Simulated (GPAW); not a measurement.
# N K ELNES/XANES of TaN (Fm-3m) from DFT, part 2 of 3

Aim: the near-edge shape at the N K edge of TaN (Fm-3m), and what the core hole does to it.

GPAW 26.7.0; X-ray absorption from dipole matrix elements to empty bands, plane-wave PAW LDA.

So far. Step 2 (Ground state of the crystal): The mesh shows no gap, so the system is treated as a metal and the core electron is put at the Fermi level (neutral cell). Step 3 (Spectrum without a core hole, N atom 2): Main maxima below 24 eV (height): 2.0 eV (1.67), 5.5 eV (1.35), 7.9 eV (2.04), 10.4 eV (1.71) and 15.5 eV (0.63). A K edge sees empty p states; the first features are N p mixed into the empty d states of the Ta neighbours, and the broad ones above probably into the cations' higher empty bands.

### Step 5. Spectrum with XCH, N atom 2

The holes are 6.9 Å apart. In GPAW the data set carries the hole's charge, so charge=0 means a charged cell and charge=-1 a neutral one. The excited electron is kept in the cell, where it fills the lowest empty states and screens the hole. After the field has converged, empty bands are computed with the density fixed and the dipole matrix elements are summed.

File xas.py:

```python
import numpy as np
from ase import Atoms
from ase.parallel import parprint, paropen
from gpaw import GPAW, PW, FermiDirac, Mixer, MixerDif, setup_paths
from gpaw.test import gen
setup_paths.insert(0, '.')
gen('N', name='fch1s', xcname='LDA', corehole=(1, 0, 1), write_xml=True)
from gpaw.mpi import world
world.barrier()

atoms = Atoms('Ta13N13',
    cell=[[2.179, 0, 6.537],
     [6.537, 2.179, 0],
     [0, 6.537, -2.179]],
    scaled_positions=[[0.42307692, 0.19230769, 0.26923077],
     [0.5, 0.5, 0.5],
     [0.57692308, 0.80769231, 0.73076923],
     [0.80769231, 0.73076923, 0.42307692],
     [0.96153846, 0.34615385, 0.88461538],
     [0.19230769, 0.26923077, 0.57692308],
     [0.65384615, 0.11538462, 0.96153846],
     [0.88461538, 0.03846154, 0.65384615],
     [0.11538462, 0.96153846, 0.34615385],
     [0.03846154, 0.65384615, 0.11538462],
     [0.26923077, 0.57692308, 0.80769231],
     [0.73076923, 0.42307692, 0.19230769],
     [0.34615385, 0.88461538, 0.03846154],
     [0, 0, 0],
     [0.07692308, 0.30769231, 0.23076923],
     [0.15384615, 0.61538462, 0.46153846],
     [0.38461538, 0.53846154, 0.15384615],
     [0.53846154, 0.15384615, 0.61538462],
     [0.76923077, 0.07692308, 0.30769231],
     [0.23076923, 0.92307692, 0.69230769],
     [0.46153846, 0.84615385, 0.38461538],
     [0.69230769, 0.76923077, 0.07692308],
     [0.61538462, 0.46153846, 0.84615385],
     [0.84615385, 0.38461538, 0.53846154],
     [0.30769231, 0.23076923, 0.92307692],
     [0.92307692, 0.69230769, 0.76923077]],
    pbc=True)
atoms.calc = calc = GPAW(legacy_gpaw=True, mode=PW(500), xc='LDA', setups={13: 'fch1s'},
    kpts={'size': (4, 4, 4), 'gamma': True}, occupations=FermiDirac(0.1),
    charge=-1, mixer=Mixer(0.1, 5, 50), maxiter=150,
    convergence={'density': 0.0001}, txt='scf.txt')
energy = atoms.get_potential_energy() + calc.get_reference_energy()
ef = calc.get_fermi_level()
out = dict(energy=energy, fermi=ef, forces=atoms.get_forces().tolist())
parprint(f'all-electron energy {energy:.4f} eV, Fermi level {ef:.4f} eV')
ev = np.array([[calc.get_eigenvalues(k, s) for k in range(len(calc.get_ibz_k_points()))] for s in range(calc.get_number_of_spins())])
out['homo'], out['lumo'], out['counts'] = ev[ev < ef].max(), ev[ev > ef].min(), sorted(set((ev < ef).sum((0, 2)).tolist()))
out['filled'] = (ev[:, 0] < ef).sum(1).tolist()

from ase.units import Ha
from gpaw.xas import dipole_matrix_elements
nb = int(calc.get_number_of_electrons() / 2) + 228
top, nb = nb, nb + 8 + nb // 12
nscf = calc.fixed_density(kpts={'size': (5, 5, 5), 'gamma': True}, nbands=nb,
    convergence={'bands': top, 'eigenstates': 1e-5}, maxiter=60, txt='nscf.txt')
cell = atoms.cell.array
ops = [cell.T @ U.T @ np.linalg.inv(cell.T) for U in nscf.wfs.kd.symmetry.op_scc]
E = np.arange(-6, 34, 0.1)
fwhm = np.interp(E, [4, 25], [0.9, 3.5])
Y, X, zero, highest = 0, 0, 1e9, 1e9
for spin in range(nscf.get_number_of_spins()):
    wfs = nscf.wfs
    A = dipole_matrix_elements(wfs.setups[13])
    eps = np.zeros((wfs.kd.nibzkpts, nb))
    d = np.zeros((3, A.shape[1], wfs.kd.nibzkpts, nb), complex)
    for kpt in wfs.kpt_u:
        if kpt.s == spin and 13 in kpt.P_ani:
            eps[kpt.k] = kpt.eps_n * Ha
            d[:, :, kpt.k] = (kpt.weight * wfs.nspins / 2) ** 0.5 * np.inner(A, kpt.P_ani[13])
    world.sum(eps)
    world.sum(d)
    T = np.einsum('amkn,bmkn->abkn', d, d.conj()).real
    T = sum(np.einsum('ai,ijkn,bj->abkn', R, T, R) for R in ops) / len(ops)
    empty = eps > ef
    zero, highest = min(zero, eps[empty].min()), min(highest, eps[:, top - 1].min())
    lines = [(eps, T, empty)] if spin == 0 else lines + [(eps, T, empty)]
for eps, T, empty in lines:
    f = np.einsum('aakn->akn', T).reshape(3, -1)
    x = eps.ravel() - zero
    w = np.interp(x, E, fwhm) / 2.35482
    g = np.exp(-0.5 * ((E[:, None] - x) / w) ** 2) / (w * (2 * np.pi) ** 0.5)
    Y = Y + (f * empty.ravel()) @ g.T
    X = X + (f * ~empty.ravel()) @ g.T
out.update(E=E.round(2).tolist(), xas=Y.tolist(), xes=X.tolist(), zero=zero, valid=highest - zero, nk=len(eps), nb=nb)
for i in range(0, len(E), 10):
    parprint(f'{E[i]:7.2f}', *(f'{v:10.3e}' for v in Y[:, i]))
import json
with paropen('out.json', 'w') as f:
    json.dump(out, f)
```

The run is started by

```
> OMP_NUM_THREADS=1 mpirun -n 4 gpaw python xas.py
```

Numbers of over 12 decimals in the logs are rounded to 6 here.

Log:

```text
Input parameters:
  charge: -1
  convergence: {density: 0.0001}
  kpts: {gamma: True,
         size: (4, 4, 4)}
  maxiter: 150
  mixer: {backend: pulay,
          beta: 0.1,
          method: separate,
          nmaxold: 5,
          weight: 50}
  mode: {ecut: 500.0,
         name: pw}
  occupations: {fixmagmom: False,
                name: fermi-dirac,
                width: 0.1}
  setups: {13: fch1s}

Initialize ...

[... PAW data sets ...]

Reference energy: -5529694.782081  # eV

Spin-paired calculation

[... convergence settings ...]
Symmetries present (total): 6
  [... symmetry matrices ...]

64 k-points: 4 x 4 x 4 Monkhorst-Pack grid + [1/8,1/8,1/8]
14 k-points in the irreducible part of the Brillouin zone
       k-points in crystal coordinates                weights
   0:     0.00000000    0.00000000    0.00000000          1/64
   1:     0.25000000   -0.25000000    0.25000000          2/64
   2:     0.25000000    0.00000000    0.00000000          6/64
   3:     0.25000000    0.00000000    0.25000000          6/64
   4:     0.25000000    0.25000000    0.00000000          6/64
   5:     0.25000000    0.25000000    0.25000000          6/64
   6:     0.50000000    0.00000000    0.00000000          3/64
   7:     0.50000000    0.00000000    0.25000000          6/64
   8:     0.50000000    0.25000000   -0.25000000          6/64
   9:     0.50000000    0.25000000    0.00000000          6/64
          ...
  13:     0.50000000    0.50000000    0.50000000          1/64

Wave functions: Plane wave expansion
  Cutoff energy: 500.000 eV
  Number of coefficients (min, max): 6778, 6854
  Pulay-stress correction: 0.000000 eV/Ang^3 (de/decut=0.000000)
  Using FFTW library
  Wavefunction extrapolation:
    Improved wavefunction reuse through dual PAW basis

Occupation numbers: Fermi-Dirac:
  width: 0.1000  # eV

Eigensolver
   Davidson(niter=2)

Densities:
  Coarse grid: 36*36*36 grid
  Fine grid: 72*72*72 grid
  Total Charge: 0.000000

Density mixing:
  Method: separate
  Backend: pulay
  Linear mixing parameter: 0.1
  old densities: 5
  Width of damping distribution: 1.1
  Damping of long wavelength oscillations: 50

[... Hamiltonian set-up ...]
Number of atoms: 26
Number of atomic orbitals: 221
Number of bands in calculation: 145
Number of valence electrons: 235
Bands to converge: occupied

... initialized

Initializing position-dependent things.

Density initialized from atomic densities
Creating initial wave functions:
  145 bands from LCAO basis set

                      Ta   N
               Ta   N     Ta
              N Ta Ta N N  Ta
               N    Ta    N

              TaN  N  TaTa N
               Ta   N     Ta
              N    Ta
       N

Atomic positions and initial magnetic moments

Positions:
   0 Ta     2.179000    2.179000    2.179000    ( 0.0000,  0.0000,  0.0000)
   1 Ta     4.358000    4.358000    2.179000    ( 0.0000,  0.0000,  0.0000)
   2 Ta     6.537000    6.537000    2.179000    ( 0.0000,  0.0000,  0.0000)
   3 Ta     6.537000    4.358000    4.358000    ( 0.0000,  0.0000,  0.0000)
   4 Ta     4.358000    6.537000    4.358000    ( 0.0000,  0.0000,  0.0000)
   5 Ta     2.179000    4.358000   -0.000000    ( 0.0000,  0.0000,  0.0000)
   6 Ta     2.179000    6.537000    2.179000    ( 0.0000,  0.0000,  0.0000)
[...]
23 N      4.358000    4.358000    4.358000    ( 0.0000,  0.0000,  0.0000)
  24 N      2.179000    6.537000    0.000000    ( 0.0000,  0.0000,  0.0000)
  25 N      6.537000    6.537000    4.358000    ( 0.0000,  0.0000,  0.0000)

Unit cell:
           periodic     x           y           z      points  spacing
  1. axis:    yes    2.179000    0.000000    6.537000    36     0.1650
  2. axis:    yes    6.537000    2.179000    0.000000    36     0.1650
  3. axis:    yes    0.000000    6.537000   -2.179000    36     0.1650

  Lengths:   6.890603   6.890603   6.890603
  Angles:   72.542397 107.457603  72.542397

Effective grid spacing dv^(1/3) = 0.1793

iter:   1  -328.931407
iter:   2  -308.111339   -0.37  -0.98
iter:   3  -298.347873   -0.26  -1.14
iter:   4  -296.782284   -0.51  -1.37
iter:   5  -296.947326   -1.40  -1.59
iter:   6  -297.087132   -1.86  -1.69
iter:   7  -296.940901   -1.73  -2.06
iter:   8  -296.928819   -2.57  -2.57
iter:   9  -296.928897c  -3.05  -2.67
iter:  10  -296.921389c  -3.12  -2.74
iter:  11  -296.919809c  -3.97  -3.12
iter:  12  -296.919880c  -4.44  -3.30
iter:  13  -296.919780c  -4.72  -3.38
iter:  14  -296.920009c  -4.74  -3.65
iter:  15  -296.919771c  -4.87  -3.68
iter:  16  -296.919789c  -6.01  -4.02c
iter:  17  -296.919869c  -5.65  -4.22c
iter:  18  -296.919808c  -6.10  -4.11c
iter:  19  -296.919797c  -6.37  -4.64c
iter:  20  -296.919805c  -7.64c -4.86c

Converged after 20 iterations.

Dipole moment: (-0.000000, -0.000000, -0.000000) |e|*Ang

Energy contributions relative to reference atoms: (reference = -5529694.782081)

Kinetic:       +222.883782
Potential:     -213.979293
External:        +0.000000
XC:            -301.496170
Entropy (-ST):   -0.309766
Local:           -4.173241
SIC:             +0.000000
--------------------------
Free energy:   -297.074688
Extrapolated:  -296.919805

Showing only first 2 kpts
 Kpt  Band  Eigenvalues  Occupancy
  0   115     15.47134    1.79944
  0   116     15.51564    1.70418
  0   117     15.54340    1.62718
  0   118     15.54340    1.62718

  1   115     15.84070    0.36499
  1   116     15.91228    0.19677
  1   117     15.96244    0.12397
[...]
Fermi level: 15.69075

No gap
No difference between direct/indirect transitions

Forces in eV/Ang:
  0 Ta   -0.02946   -0.01894   -0.02898
  1 Ta   -0.00000   -0.00000    0.00000
  2 Ta    0.02946    0.01894    0.02898
  3 Ta    0.01894   -0.02898    0.02946
  4 Ta    1.05201   -0.03568   -0.12495
  5 Ta   -0.01894    0.02898   -0.02946
  6 Ta    0.03568   -0.12495   -1.05201
[...]
23 N     0.06573   -0.03573    0.01418
 24 N     0.05541   -0.01298    0.36171
 25 N    -0.36171   -0.05541   -0.01298
Scalar-relativistic atomic LDA calculation for N (Nitrogen, Z=7)
Core hole in 1s state (1s occupation: 1.0)
300 radial gridpoints.
|------------------------------------------------|
|------------------------------------------------|
[... the atom generator's iteration count ...]

Energy contributions:
-------------------------
Kinetic:      +38.530757
XC:            -4.452581
Potential:    -72.816894
-------------------------
Total:        -38.738717

state      eigenvalue         ekin         rmax
-----------------------------------------------
1s^1.0 :   -16.643762    23.347388        0.145
2s^2.0 :    -1.332146     3.154276        0.915
2p^3.0 :    -0.925852     2.958273        0.782
-----------------------------------------------
(units: Bohr and Hartree)

Generating PAW setup
Kinetic energy of the core from tauc = 23.362075
Cutoffs:
rc(s)=1.140
rc(p)=1.000
rc(d)=1.090
rc(vbar)=1.120
rc(comp)=1.090
rc(nct)=1.140

Kinetic energy of the core states: 23.347388
Charge: 1.0
Core electrons: 1.0
Valence electrons: 5.0
Pseudo-core charge: 0.003881
Shape function alpha=8.417
Pseudo-electron charge 4.904142
state    eigenvalue         norm
--------------------------------
2s(2) :    -1.332146     1.098259
*s    :    -0.332146
2p(3) :    -0.925852     0.901248
*p    :     0.074148
*d    :     0.000000
--------------------------------

Diagonalizing with gridspacing h=0.050

state   all-electron     PAW
-------------------------------
2s:      -1.332146    -1.333594
2p:      -0.925852    -0.929974
*d:                   -0.063788
*f:                   -0.013854
-------------------------------
all-electron energy -5529991.7019 eV, Fermi level 15.6908 eV
[...]
31.00  7.275e-05  7.275e-05  7.275e-05
  32.00  4.517e-05  4.517e-05  4.517e-05
  33.00  3.717e-05  3.717e-05  3.717e-05
```

Run time: 13 min. Hardware: 4 MPI ranks of Arm Neoverse V2, shared host; peak memory 0.98 GiB; 54 min of CPU time.

The N K spectrum, N atom 2, excited-electron core hole (neutral cell) (energy from the lowest empty level; intensity scaled to a mean of 1 over the first 20 eV):

```
E (eV)  intensity
  -2.0       0.00
  -1.0       0.01
   0.0       0.70
   1.0       1.89
   2.0       1.86
   3.0       1.20
   4.0       1.35
   5.0       1.65
   6.0       1.65
   7.0       2.03
   8.0       1.55
   9.0       1.02
  10.0       1.30
  11.0       0.87
  12.0       0.46
  13.0       0.41
  14.0       0.44
  15.0       0.53
  16.0       0.50
  17.0       0.28
  18.0       0.14
  19.0       0.20
  20.0       0.33
  21.0       0.41
  22.0       0.46
  23.0       0.58
  24.0       0.76
  25.0       0.92
  26.0       1.12
  27.0       1.39
  28.0       1.55
  29.0       1.39
  30.0       0.99
  31.0       0.60
  32.0       0.37
```

Main maxima below 24 eV (height): 1.4 eV (2.07), 4.7 eV (1.71), 7.0 eV (2.03), 10.0 eV (1.30) and 15.4 eV (0.55). 

The total-energy difference is 402.90 eV. One term is added: -7.76 eV, since the hole is spin-paired here and a spin-polarised one costs that much less in the free atom (computed apart). The photon energy is then 395.14 eV. The functional leaves an error in such absolute values: in the free atom LDA prices this hole 3.5 eV below PBE (computed apart), and PBE is itself good to a few eV.

### Step 6. Reference energy of the supercell

The cell and mesh change for the next run, so it gets a reference energy of its own.

File scf.py:

```python
import numpy as np
from ase import Atoms
from ase.parallel import parprint, paropen
from gpaw import GPAW, PW, FermiDirac, Mixer, MixerDif, setup_paths
from gpaw.test import gen
setup_paths.insert(0, '.')
gen('N', name='nch1s', xcname='LDA', corehole=(1, 0, 0), write_xml=True)
from gpaw.mpi import world
world.barrier()

atoms = Atoms('Ta4N4',
    cell=[[0, 0, 4.358],
     [4.358, 0, 0],
     [0, 4.358, 0]],
    scaled_positions=[[0.5, 0.5, 0.5],
     [0.5, 0, 0],
     [0, 0, 0.5],
     [0, 0.5, 0],
     [0, 0, 0],
     [0, 0.5, 0.5],
     [0.5, 0.5, 0],
     [0.5, 0, 0.5]],
    pbc=True)
atoms.calc = calc = GPAW(legacy_gpaw=True, mode=PW(500), xc='LDA', setups={4: 'nch1s'},
    kpts={'size': (6, 6, 6), 'gamma': True}, occupations=FermiDirac(0.1),
    charge=0, mixer=Mixer(0.1, 5, 50), maxiter=150,
    convergence={'density': 0.0001}, txt='scf.txt')
energy = atoms.get_potential_energy() + calc.get_reference_energy()
ef = calc.get_fermi_level()
out = dict(energy=energy, fermi=ef, forces=atoms.get_forces().tolist())
parprint(f'all-electron energy {energy:.4f} eV, Fermi level {ef:.4f} eV')
ev = np.array([[calc.get_eigenvalues(k, s) for k in range(len(calc.get_ibz_k_points()))] for s in range(calc.get_number_of_spins())])
out['homo'], out['lumo'], out['counts'] = ev[ev < ef].max(), ev[ev > ef].min(), sorted(set((ev < ef).sum((0, 2)).tolist()))
out['filled'] = (ev[:, 0] < ef).sum(1).tolist()
import json
with paropen('out.json', 'w') as f:
    json.dump(out, f)
```

The run is started by

```
> OMP_NUM_THREADS=1 mpirun -n 4 gpaw python scf.py
```

Log:

```text
Input parameters:
  convergence: {density: 0.0001}
  kpts: {gamma: True,
         size: (6, 6, 6)}
  maxiter: 150
  mixer: {backend: pulay,
          beta: 0.1,
          method: separate,
          nmaxold: 5,
          weight: 50}
  mode: {ecut: 500.0,
         name: pw}
  occupations: {fixmagmom: False,
                name: fermi-dirac,
                width: 0.1}
  setups: {4: nch1s}

Initialize ...

[...]
2s(2) :    -0.676924     1.071713
*s    :     0.323076
2p(3) :    -0.265967     0.952074
*p    :     0.734033
*d    :     0.000000
--------------------------------

Diagonalizing with gridspacing h=0.050

state   all-electron     PAW
-------------------------------
2s:      -0.676924    -0.677975
2p:      -0.265967    -0.268121
*d:                    0.048644
*f:                    0.076426
-------------------------------
all-electron energy -1701659.7250 eV, Fermi level 15.6685 eV
[key lines of the parts left out:]
Converged after 17 iterations.
Dipole moment: (-0.000000, -0.000000, -0.000000) |e|*Ang
Free energy:    -87.031725
Fermi level: 15.66850
```

The job ended after 14 s (4 MPI ranks; peak memory 0.22 GiB).

(Part 2 of 3 ends here.)

[Banner, clock and machine lines of the logs are left out without a mark of their own.]

[Logs are printed without paths, hosts, clocks, repeated set-up lines and the standing remarks that a program may print on its own settings, such as how far it seeks lower states.]

[Hosts, paths, dates, database ids (printed as entryN), source tags and the programs' standing remarks are cut or masked in the printed files.]

[Lists of maxima count a maximum above −3 eV only where it reaches 4 % of the highest in the window and stands out from its surroundings by 2 % of it (1.5 % where it reaches 55 %); shoulders and weaker maxima are passed over, and of the rest the first, up to two pre-edge ones and the few strongest are named.]
